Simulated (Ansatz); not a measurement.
# LaNiHg6, from a guessed structure to a relaxed one

Starting from a made-up structure for LaNiHg6, the aim is the relaxed cell, its shortest contacts and, where a second run follows, its electronic structure.

Calculated with Ansatz 0.2.0; DFT, PBEsol, plane-wave PAW, files of the set soft_1, scalar-relativistic, ferromagnetic start, cell and ions relaxed at zero pressure; PAW set soft_1, in the first sound run; inputs show where later runs differ.

**1. Starting point**

Symmetry: Amm2, No. 38, orthorhombic system. Conventional cell: a = 5.126 Å, b = 5.977 Å, c = 13.049 Å, α = 90.00°, β = 90.00°, γ = 90.00°. Nearest to Hg lie 8 Hg at 3.15 to 3.17 Å and 2 La at 3.34 Å. Nearest to Hg lie 4 Hg at 3.06 to 3.17 Å and 2 Ni at 3.35 Å. Nearest to Hg lie 6 Hg at 2.96 to 3.17 Å and 2 Ni at 3.00 Å and 2 La at 3.37 Å. Nearest to Hg lie 1 Ni at 2.76 Å and 6 Hg at 2.94 to 3.15 Å and 1 La at 3.51 Å. Nearest to La lie 2 Ni at 3.17 Å and 8 Hg at 3.34 to 3.51 Å. Nearest to Ni lie 8 Hg at 2.76 to 3.35 Å and 2 La at 3.17 Å. Farther neighbours are not listed.

**2. Relaxation of the guess**

The guess takes its coordinates from another compound and its volume from a rule, so the cell and any free coordinates are relaxed together.

Contents of input.yaml:

```yaml
crystal:
  lattice:
    - [5.126, 0.0, 0.0]
    - [0.0, 2.9885, 6.5245]
    - [0.0, -2.9885, 6.5245]
  atoms:
    - { symbol: Hg, position: [0.0, 0.8635, 0.8635] }
    - { symbol: Hg, position: [0.0, 0.283, 0.283] }
    - { symbol: Hg, position: [0.0, 0.3254, 0.8306] }
    - { symbol: Hg, position: [0.0, 0.8306, 0.3254] }
    - { symbol: Hg, position: [0.5, 0.1954, 0.6866] }
    - { symbol: Hg, position: [0.5, 0.6866, 0.1954] }
    - { symbol: La, position: [0.5, 0.6989, 0.6989] }
    - { symbol: Ni, position: [0.5, 0.1173, 0.1173], spin: 1.0 }
magnetization:
  spin_polarized: true
kpoints:
  mp_grid: { grid: [5, 5, 5] }
scf:
  occupations: { method: fermi_dirac, width: 0.05 }
hamiltonian:
  xc: pbesol
  pseudopotentials: { kind: paw, azcp: { folder: soft_1 }, xc_functional: pbe }
relax:
  f_tol: 0.015
  max_steps: 70
  cell: {}
output:
  forces: true
  stress: true
```

Command:

```console
> ansatz run input.yaml --threads 4 --pin off --max-ram 10240MiB --backend cpu --events-out ev --progress --plain --runs-dir out
```

Numbers of over 12 decimals in the logs are rounded to 6 here.

The log of the run:

```text
Engine: ansatz 0.2.0, x86_64-unknown-linux-gnu
Pseudopotentials: kind: paw
Pseudopotential: Hg, paw, valence charge 20, recommended cutoff 420 eV (normal), soft_1/Hg.paw.azcp
Pseudopotential: La, paw, valence charge 11, recommended cutoff 420 eV (normal), soft_1/La.paw.azcp
Pseudopotential: Ni, paw, valence charge 18, recommended cutoff 420 eV (normal), soft_1/Ni.paw.azcp
Functional definition: PBEsol
  exchange = pbesol_x
  correlation = pbesol_c
Crystal: 8 atoms, lattice volume = 199.898 Å³
Basis set: ecut = 420 eV, 3905 PW (Γ), exchange–correlation on 72×96×96 points (8 copies of the dense FFT grid, shifted against one another)
Bands: 90, of which v1, the nominal top of the filled ones, is band 75 counted from 1 (74 counted from 0)
Symmetry: 4 space group operations
Space group: Amm2 (ITA 38), of the structure as read, at distance tolerance 5.8e-5 Å
Magnetic group: BNS 38.187 (UNI 285), of the structure as read, at distance tolerance 5.8e-5 Å
k-points: 27 of 125 (time reversal used)
Non-local potential: Hg, projectors of the file, l = 0: 3, l = 1: 2, l = 2: 2, l = 3: 1
Non-local potential: La, projectors of the file, l = 0: 3, l = 1: 2, l = 2: 2, l = 3: 3
Non-local potential: Ni, projectors of the file, l = 0: 3, l = 1: 2, l = 2: 3, l = 3: 1
PAW form: soft (Blöchl's): semilocal exchange-correlation on the pseudo side does not see the compensation charge
PAW frozen core: Hg, regenerated for the run's functional, and the local potential with it (the file was generated under x = pbe(κ = 0.804, μ = 0.219515), c = pbe(β = 0.066725))
PAW frozen core: La, regenerated for the run's functional, and the local potential with it (the file was generated under x = pbe(κ = 0.804, μ = 0.219515), c = pbe(β = 0.066725))
PAW frozen core: Ni, regenerated for the run's functional, and the local potential with it (the file was generated under x = pbe(κ = 0.804, μ = 0.219515), c = pbe(β = 0.066725))
PAW one-centre angular grid: Hg, 590 points (default); XC on 64 Gauss nodes
PAW one-centre angular grid: La, 590 points (default); XC on 64 Gauss nodes
PAW one-centre angular grid: Ni, 590 points (default); XC on 64 Gauss nodes
Initial density: superposition of atomic densities (chi_scale 0.1, normalization cell, long waves kept (reshape's long-wave potential 0.01 eV rms))
Starting moments: Σ|m| = 1 μB on 1 of 8 sites
Initial wavefunctions: pseudopotential atomic-orbital guess
Functional: x = pbesol(κ = 0.804, μ = 0.123457), c = pbesol(β = 0.046)
SCF iter   1: F=—  HF=-93995.831206 eV  |F-HF|=—  |Δ(HF+E_count)|=         —  Δρ=1.30e-1 (↑1.30e-1 ↓1.25e-1)  dr2=2.61e2  dr2_m=2.27e-2  M=0.938 μB ∫|m|=1.190 μB  β_m=0.30  ethr=3.10e-3  ⟨swp⟩=5.3  Hψ=14975  notcnv=0  defer=14
Mixer restart at iter 1: flushing history
preconditioner: auto → Kerker (q_TF=auto, 2.598 Å⁻¹)  [metal: Δε(μ)=0.002 eV  Ē_g=5.926 eV  σ=0.050 eV  W_gap=0.01  n_scr=50 (ndim 8)  ℏωp=25.1 eV  f_vac=0.011  D(μ)=48.41/eV (n_scr^D=992)]
spin=Collinear: Kerker preconditioning applied to the charge; magnetization (m = ρ↑ − ρ↓) channel mixes plain (no charge-response kernel on spin).
SCF iter   2: F=—  HF=-93990.160367 eV  |F-HF|=—  |Δ(HF+E_count)|=    5.67e0  Δρ=4.58e-2 (↑3.53e-2 ↓4.58e-2)  dr2=1.64e1  dr2_m=2.91e-1  M=0.367 μB ∫|m|=0.782 μB  β_m=0.28  ethr=3.10e-3  ⟨swp⟩=6.5  Hψ=10764  notcnv=0  defer=130
SCF iter   3: F=—  HF=-93989.354202 eV  |F-HF|=—  |Δ(HF+E_count)|=   8.06e-1  Δρ=3.19e-2 (↑2.79e-2 ↓3.19e-2)  dr2=9.66e0  dr2_m=2.03e-1  M=0.348 μB ∫|m|=0.767 μB  β_m=0.64  ethr=3.10e-3  ⟨swp⟩=2.9  Hψ=8641  notcnv=0  defer=369
SCF iter   4: F=—  HF=-93987.785106 eV  |F-HF|=—  |Δ(HF+E_count)|=    1.57e0  Δρ=4.61e-2 (↑2.47e-2 ↓4.61e-2)  dr2=8.77e0  dr2_m=2.24e-1  M=0.119 μB ∫|m|=0.416 μB  β_m=0.49  ethr=3.10e-3  ⟨swp⟩=4.2  Hψ=10701  notcnv=0  defer=210
SCF iter   5: F=—  HF=-93986.888764 eV  |F-HF|=—  |Δ(HF+E_count)|=   8.96e-1  Δρ=1.30e-2 (↑1.30e-2 ↓8.65e-3)  dr2=1.15e0  dr2_m=5.36e-2  M=0.086 μB ∫|m|=0.438 μB  β_m=0.74  ethr=3.10e-3  ⟨swp⟩=3.9  Hψ=10171  notcnv=0  defer=212
SCF iter   6: F=—  HF=-93986.844777 eV  |F-HF|=—  |Δ(HF+E_count)|=   4.40e-2  Δρ=9.09e-3 (↑9.09e-3 ↓4.85e-3)  dr2=3.62e-1  dr2_m=9.07e-3  M=0.025 μB ∫|m|=0.226 μB  β_m=0.87  ethr=7.75e-4  ⟨swp⟩=5.0  Hψ=7666  notcnv=0  defer=81
SCF iter   7: F=—  HF=-93986.863677 eV  |F-HF|=—  |Δ(HF+E_count)|=         —  Δρ=4.84e-3 (↑4.84e-3 ↓1.25e-3)  dr2=7.98e-2  dr2_m=8.04e-3  M=0.001 μB ∫|m|=0.083 μB  β_m=0.87  ethr=2.43e-4  ⟨swp⟩=3.0  Hψ=7032  notcnv=0  defer=81
Mixer restart at iter 7: flushing history
SCF iter   8: F=—  HF=-93986.885621 eV  |F-HF|=—  |Δ(HF+E_count)|=   2.19e-2  Δρ=9.21e-3 (↑6.88e-3 ↓9.21e-3)  dr2=3.09e-1  dr2_m=2.55e-3  M=-0.001 μB ∫|m|=0.041 μB  β_m=0.39  ethr=5.36e-5  ⟨swp⟩=3.1  Hψ=10097  notcnv=0  defer=82  recentre
SCF iter   9: F=—  HF=-93986.857937 eV  |F-HF|=—  |Δ(HF+E_count)|=   2.77e-2  Δρ=3.00e-3 (↑3.00e-3 ↓5.47e-4)  dr2=2.27e-2  dr2_m=4.30e-3  M=0.000 μB ∫|m|=0.058 μB  β_m=0.29  ethr=5.36e-5  ⟨swp⟩=2.1  Hψ=10006  notcnv=0  defer=133
SCF iter  10: F=—  HF=-93986.855421 eV  |F-HF|=—  |Δ(HF+E_count)|=   2.52e-3  Δρ=1.57e-3 (↑5.46e-4 ↓1.57e-3)  dr2=3.17e-3  dr2_m=1.75e-3  M=-0.000 μB ∫|m|=0.037 μB  β_m=0.57  ethr=1.52e-5  ⟨swp⟩=2.0  Hψ=6994  notcnv=0  defer=135
SCF iter  11: F=—  HF=-93986.855486 eV  |F-HF|=—  |Δ(HF+E_count)|=   6.55e-5  Δρ=2.14e-4 (↑2.14e-4 ↓1.17e-4)  dr2=3.07e-4  dr2_m=1.38e-5  M=-0.001 μB ∫|m|=0.005 μB  β_m=0.78  ethr=2.13e-6  ⟨swp⟩=2.0  Hψ=9154  notcnv=0  defer=134
SCF iter  12: F=—  HF=-93986.855544 eV  |F-HF|=—  |Δ(HF+E_count)|=   5.79e-5  Δρ=2.94e-4 (↑2.94e-4 ↓2.44e-4)  dr2=4.10e-4  dr2_m=1.21e-6  M=-0.000 μB ∫|m|=0.002 μB  β_m=0.78  ethr=2.06e-7  ⟨swp⟩=2.0  Hψ=8572  notcnv=0  defer=135
SCF iter  13: F=—  HF=-93986.855549 eV  |F-HF|=—  |Δ(HF+E_count)|=   4.74e-6  Δρ=4.84e-5 (↑4.84e-5 ↓4.35e-5)  dr2=2.97e-5  dr2_m=1.68e-8  M=-0.000 μB ∫|m|=0.000 μB  β_m=0.85  ethr=2.06e-7  ⟨swp⟩=2.0  Hψ=8570  notcnv=0  defer=135
SCF iter  14: F=—  HF=-93986.855546 eV  |F-HF|=—  |Δ(HF+E_count)|=   2.55e-6  Δρ=4.82e-5 (↑4.82e-5 ↓3.31e-5)  dr2=1.33e-5  dr2_m=1.15e-7  M=-0.000 μB ∫|m|=0.000 μB  β_m=0.92  ethr=1.99e-8  ⟨swp⟩=2.0  Hψ=6395  notcnv=0  defer=135
SCF iter  15: F=—  HF=-93986.855546 eV  |F-HF|=—  |Δ(HF+E_count)|=   9.87e-8  Δρ=1.85e-5 (↑1.85e-5 ↓1.14e-5)  dr2=1.85e-6  dr2_m=2.75e-8  M=-0.000 μB ∫|m|=0.000 μB  β_m=0.89  ethr=8.94e-9  ⟨swp⟩=2.0  Hψ=5275  notcnv=0  defer=135
[...]
Initial wavefunctions: pseudopotential atomic-orbital guess (no wavefunctions were taken with the density)
iter 1 solved again at ethr=6.74e-8 eV; its pass at ethr=3.10e-3 eV (dr2=1.00e-4 eV) is discarded
SCF iter   1: F=—  HF=-93987.350068 eV  |F-HF|=—  |Δ(HF+E_count)|=         —  Δρ=1.78e-4 (↑1.78e-4 ↓1.78e-4)  dr2=7.67e-5  dr2_m=2.52e-11  M=0.000 μB ∫|m|=0.000 μB  β_m=0.65  ethr=6.74e-8  ⟨swp⟩=3.0  Hψ=29360  notcnv=0
preconditioner: auto → Kerker (q_TF=auto, 2.392 Å⁻¹)  [metal: Δε(μ)=0.081 eV  Ē_g=8.672 eV  σ=0.050 eV  W_gap=0.38  n_scr=40 (ndim 8)  ℏωp=26.3 eV  f_vac=0.006  D(μ)=3.09/eV (n_scr^D=12)]
spin=Collinear: Kerker preconditioning applied to the charge; magnetization (m = ρ↑ − ρ↓) channel mixes plain (no charge-response kernel on spin).
SCF iter   2: F=—  HF=-93987.350307 eV  |F-HF|=—  |Δ(HF+E_count)|=   2.40e-4  Δρ=5.49e-5 (↑5.49e-5 ↓5.49e-5)  dr2=4.85e-6  dr2_m=5.98e-12  M=0.000 μB ∫|m|=0.000 μB  β_m=0.56  ethr=5.15e-8  ⟨swp⟩=2.0  Hψ=8564  notcnv=0
SCF iter   3: F=—  HF=-93987.350329 eV  |F-HF|=—  |Δ(HF+E_count)|=   2.23e-5  Δρ=2.89e-5 (↑2.89e-5 ↓2.89e-5)  dr2=3.25e-6  dr2_m=2.26e-12  M=0.000 μB ∫|m|=0.000 μB  β_m=0.51  ethr=3.26e-9  ⟨swp⟩=2.0  Hψ=8600  notcnv=0
SCF iter   4: F=—  HF=-93987.350330 eV  |F-HF|=—  |Δ(HF+E_count)|=   2.14e-7  Δρ=2.14e-5 (↑2.14e-5 ↓2.14e-5)  dr2=1.81e-6  dr2_m=1.09e-12  M=0.000 μB ∫|m|=0.000 μB  β_m=0.60  ethr=2.18e-9  ⟨swp⟩=2.0  Hψ=8574  notcnv=0
SCF iter   5: F=—  HF=-93987.350334 eV  |F-HF|=—  |Δ(HF+E_count)|=   4.03e-6  Δρ=2.37e-5 (↑2.37e-5 ↓2.37e-5)  dr2=3.12e-6  dr2_m=3.49e-13  M=0.000 μB ∫|m|=0.000 μB  β_m=0.80  ethr=1.22e-9  ⟨swp⟩=2.0  Hψ=5226  notcnv=0
SCF iter   6: F=—  HF=-93987.350337 eV  |F-HF|=—  |Δ(HF+E_count)|=   3.75e-6  Δρ=1.94e-5 (↑1.94e-5 ↓1.93e-5)  dr2=2.54e-6  dr2_m=1.70e-13  M=0.000 μB ∫|m|=0.000 μB  β_m=0.90  ethr=1.22e-9  ⟨swp⟩=2.2  Hψ=7537  notcnv=0
SCF iter   7: F=—  HF=-93987.350340 eV  |F-HF|=—  |Δ(HF+E_count)|=   2.21e-6  Δρ=1.11e-5 (↑1.11e-5 ↓1.11e-5)  dr2=8.29e-7  dr2_m=1.62e-13  M=-0.000 μB ∫|m|=0.000 μB  β_m=0.95  ethr=1.22e-9  ⟨swp⟩=2.0  Hψ=7560  notcnv=0
SCF iter   8: F=—  HF=-93987.350340 eV  |F-HF|=—  |Δ(HF+E_count)|=   7.42e-7  Δρ=1.88e-6 (↑1.88e-6 ↓1.86e-6)  dr2=2.28e-8  dr2_m=2.71e-13  M=-0.000 μB ∫|m|=0.000 μB  β_m=0.98  ethr=5.56e-10  ⟨swp⟩=2.0  Hψ=8608  notcnv=0
SCF iter   9: F=—  HF=-93987.350340 eV  |F-HF|=—  |Δ(HF+E_count)|=   2.23e-9  Δρ=3.95e-7 (↑3.81e-7 ↓3.95e-7)  dr2=1.18e-9  dr2_m=9.25e-14  M=-0.000 μB ∫|m|=0.000 μB  β_m=0.99  ethr=1.53e-11  ⟨swp⟩=2.0  Hψ=8612  notcnv=0
SCF iter  10: F=—  HF=-93987.350338 eV  |F-HF|=—  |Δ(HF+E_count)|=   2.57e-6  Δρ=1.80e-7 (↑1.80e-7 ↓1.78e-7)  dr2=2.16e-10  dr2_m=2.01e-15  M=0.000 μB ∫|m|=0.000 μB  β_m=0.98  ethr=1.00e-12  ⟨swp⟩=2.0  Hψ=8612  notcnv=0
SCF iter  11: F=—  HF=-93987.350338 eV  |F-HF|=—  |Δ(HF+E_count)|=  1.46e-11  Δρ=1.63e-7 (↑1.63e-7 ↓1.63e-7)  dr2=1.85e-10  dr2_m=2.68e-16  M=0.000 μB ∫|m|=0.000 μB  β_m=0.99  ethr=1.00e-12  ⟨swp⟩=1.0  Hψ=4860  notcnv=0
SCF iter  12: F=—  HF=-93987.350338 eV  |F-HF|=—  |Δ(HF+E_count)|=  7.28e-11  Δρ=3.76e-8 (↑3.72e-8 ↓3.76e-8)  dr2=1.07e-11  dr2_m=1.08e-16  M=0.000 μB ∫|m|=0.000 μB  β_m=0.98  ethr=1.00e-12  ⟨swp⟩=2.0  Hψ=5262  notcnv=0
SCF iter  13: F=-93987.350338 eV  HF=-93987.350338 eV  |F-HF|=0.00e0  |Δ(HF+E_count)|=  2.91e-11  Δρ=3.13e-8 (↑3.11e-8 ↓3.13e-8)  dr2=6.88e-12  dr2_m=1.16e-17  M=0.000 μB ∫|m|=0.000 μB  ethr=1.00e-12  ⟨swp⟩=2.0  Hψ=13967  notcnv=0
the starting moments were not kept: the SCF closed with an absolute magnetisation of 4.1e-9 μB, where they sum to 1 μB in size (1 site). That is at most 0.1 of that sum. Measured as dr2_m measures the in/out step, that magnetisation stands 1.0e-17 eV from none, at or under the dr2_threshold of 8.0e-11 eV: it is no larger than a step whose dr2_m would equal this threshold.
SCF 7 converged in 13 iterations: F = -93987.350338 eV  dr2 = 6.88e-12
relax step   7: F+E_penalty+E_count = -93987.35033783 eV  Δ(F+E_penalty+E_count) = +3.810e-3 eV  max|allowed force component| = 9.773e-3 eV/Å  Δτ_max = 0.0000 Å  P = -0.014 GPa  Ω = 181.174 Å³  stress off target by 3.18e-2 GPa  SCF on the basis re-selected at this cell (its energy is not comparable with the rows above)  (13 SCF iters)
basis re-selected at this cell: Δ(F+E_penalty+E_count) = +3.810e-3 eV, ΔP = -0.007 GPa vs the last step (what re-selecting the basis moved, of the pressure what is left beyond the Pulay correction that the steps carried, after the strain that the cell walked since its last selection, with what the two solves' SCF thresholds leave and, on support functions, any second-order correction that the steps lacked; it is no measure of the basis error at this ecutwfc). The dense FFT grid was sized anew with the basis: this SCF ran on 32×50×50 points, the steps before it on 36×48×48, so part of this shift can come from that change (see relax.cell in the input reference). [rest of the remark cut]
SCF converged after 13 iterations
Magnetization: 0.0000 μB (74.5000 up, 74.5000 down)
Absolute magnetization: 0.0000 μB (∫|ρ↑−ρ↓|, with the PAW one-centre terms)
Spin contamination: 0.0000 ħ² per cell (⟨S²⟩ above its minimum at these occupations)
Per-site moments (μB) at R_I (Å): [(-2.0996752804889547e-11, 1.240527), (-3.748207460743242e-12, 1.241111), (-2.5605902257769282e-11, 1.151078), (-2.5605777582231716e-11, 1.151078), (-6.681290295097914e-12, 1.113668), (-6.680971570837146e-12, 1.113668), (-1.56602557022089e-10, 1.275096), (1.884775700103398e-9, 1.113668)]
Free energy (F): -93987.350338 eV
Harris-Foulkes:  -93987.350338 eV  (|F-HF|=0.00e0)
Internal energy: -93987.323395 eV  (E = F + TS)
E sigma→0 (E₀):  -93987.336867 eV
Entropy (-TS):   -0.026943 eV (-3.368 meV/atom)
Fermi energy:    15.045744 eV
--- Per-component energies (eV) ---
  E_band       = -2673.791114
  E_kinetic    = 3980.693324
  E_local      = -20444.776877  (includes V_loc(G=0)·N_el)
  E_nonlocal   = 491.618699
  E_hartree    = 9254.858005
  E_xc         = -1509.797792
  E_vxc        = -1787.186381  (∫ρ·V_xc dr)
  E_paw        = -65832.147369  (= ΣΔE_a)
  E_vpaw       = -3423.859240  (= ΣTr[D̂ρ^β])
  E_aug_tail   = 0.003606  (compensation charges beyond the density's cutoff)
  E_ewald      = -19930.113574
  E_core_change = 2.338584  (= ΣΔE_core)
  E_smearing   = -0.026943  (= −TS)
  E_closure    = 0.000000  (closes the sum)
  Σ components = -93987.350338   (vs F -93987.350338, Δ=0.00e0)
--- Forces (eV/Å), atoms counted from 1 ---
  atom   1  Hg     0.00000000     0.00000000    -0.00029462
  atom   2  Hg     0.00000000     0.00000000     0.00250596
  atom   3  Hg     0.00000000     0.00079027    -0.00358498
  atom   4  Hg     0.00000000    -0.00079027    -0.00358498
  atom   5  Hg     0.00000000     0.00129356    -0.00329113
  atom   6  Hg     0.00000000    -0.00129356    -0.00329113
  atom   7  La     0.00000000     0.00000000     0.00176762
  atom   8  Ni     0.00000000     0.00000000     0.00977299
  max |Σ_I F_I| component: 2.81e-7 eV/Å
--- Stress (GPa, compression-positive) ---
       -0.022467      -0.000000      -0.000000
       -0.000000      -0.031813      -0.000000
       -0.000000      -0.000000       0.013084
  P = ⅓ Tr σ = -0.0137 GPa (-0.137 kbar)
--- Relaxed structure (6 steps of the walk, 6 accepted, 1 SCFs on fresh bases) ---
  F+E_penalty+E_count = -93987.35033783 eV   max|allowed force component| = 9.773e-3 eV/Å   (the final SCF, on the basis selected at the relaxed cell)
  cell:  # Å, volume = 181.1740 Å³
    - [4.766045, 0.0, 0.0]
    - [0.0, 2.831130, 6.713484]
    - [0.0, -2.831130, 6.713484]
  atoms:
    - { symbol: Hg, position: [0, 0.858134, 0.858134] }
    - { symbol: Hg, position: [0, 0.282280, 0.282280] }
    - { symbol: Hg, position: [0, 0.329612, 0.834732] }
    - { symbol: Hg, position: [0, 0.834732, 0.329612] }
    - { symbol: Hg, position: [0.5, 0.198407, 0.684040] }
    - { symbol: Hg, position: [0.5, 0.684040, 0.198407] }
    - { symbol: La, position: [0.5, 0.702957, 0.702957] }
    - { symbol: Ni, position: [0.5, 0.110538, 0.110538] }
```

The job ended after 3.2 min (4 threads of Intel Xeon Platinum 8488C (Sapphire Rapids), shared host; peak memory 1.2 GiB; 12 min of CPU time).

Step by step:

```tsv
step	energy less that of the first step (eV)	largest force component (eV/Å)	pressure (GPa)	volume (Å³)
1	0.0000	0.2906	-5.16	199.90
2	-0.4406	0.1722	0.57	178.35
3	-0.4790	0.0751	0.29	179.53
4	-0.4978	0.0317	0.14	180.66
5	-0.4983	0.0269	-0.04	181.25
6	-0.4986	0.0096	-0.01	181.17
7*	-0.4948	0.0098	-0.01	181.17
```

Relaxation steps marked * repeat the geometry before them on a plane-wave basis chosen anew for their cell, so energy and pressure can jump there.

Forces are held to the 4 operations that the run works with; a distortion that breaks them can't arise in this run.

```tsv
conventional cell, symmetrised	before	after	change
a (Å)	5.126	4.766	-7.0 %
b (Å)	5.977	5.662	-5.3 %
c (Å)	13.049	13.427	+2.9 %
volume (Å³/atom)	24.99	22.65	-9.4 %
```

The atoms that moved most (Å, as changes of fractional coordinates times the final cell):

```tsv
atom	dx	dy	dz	length
Ni8	0.000	0.000	-0.091	0.091
Hg1	0.000	0.000	-0.072	0.072
Hg4	0.000	0.000	0.056	0.056
Hg3	0.000	0.000	0.056	0.056
La7	0.000	0.000	0.054	0.054
Hg6	0.000	-0.016	0.003	0.016
Hg5	0.000	0.016	0.003	0.016
Hg2	0.000	0.000	-0.010	0.010
```

Numbers from this step:

```yaml
free_energy: -93987.3503 eV
energy_at_zero_smearing: -93987.3369 eV
smearing_term_ts: 0.02694 eV
fermi_energy: 15.05 eV
electrons: 149
symmetry_operations: 4
pressure: -0.01373 GPa
```

Shortest distances by pair of elements, guess and relaxed (not always the same contact):

```tsv
pair	guess (Å)	relaxed (Å)
Hg–Ni	2.758	2.700
Hg–Hg	2.936	2.750
La–Ni	3.173	3.091
Hg–La	3.344	3.165
La–La	5.126	4.766
```

The relaxation ends with a largest force component of 0.0098 eV/Å and a pressure of -0.01 GPa. The starting moments have collapsed: the run ends non-magnetic.

[end of part 1 of 2]

[Logs are printed without paths, hosts, clocks, repeated set-up lines and the standing remarks that a program may print on its own settings, such as how far it seeks lower states.]

[Hosts, paths, dates, database ids (printed as entryN), source tags and the programs' standing remarks are cut or masked in the printed files.]
